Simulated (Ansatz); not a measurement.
# Direct or indirect: BiAs sheet (P3m1)

```
Bi As
1.0
     4.00103    0.00000    0.00000
     2.00052    3.46500    0.00000
     0.00000    0.00000   26.67187
Bi As
1 1
Direct
  0.66667 0.66667 0.35506
  0.00000 0.00000 0.29702
```

Method: Ansatz, PBE, independent particles, without spin-orbit coupling, line width 0.1 eV (Gaussian). The band structure gives a fundamental gap of 1.08 eV. The spectrum of vertical transitions near the edge:

| E (eV) | absorbance (%), E ∥ xy |
| --- | --- |
| 0.60 | 0.00 |
| 0.72 | 0.00 |
| 0.84 | 0.00 |
| 0.96 | 0.15 |
| 1.08 | 1.44 |
| 1.20 | 2.66 |
| 1.32 | 2.67 |
| 1.44 | 2.62 |
| 1.56 | 2.61 |
| 1.68 | 2.67 |
| 1.80 | 2.91 |
| 1.92 | 4.97 |
| 2.04 | 8.02 |
| 2.16 | 11.34 |
| 2.28 | 17.95 |

Q: Is the gap direct or indirect, and about where do vertical transitions set in?

A: Direct: the band path has its least direct gap at the fundamental one, 1.08 eV, and the curves rise from there. Lines are broadened by 0.1 eV, which spreads the edge.

Cells made by substitution are models, which may or may not match a known phase.

[Logs are printed without paths, hosts, clocks, repeated set-up lines and the standing remarks that a program may print on its own settings, such as how far it seeks lower states.]
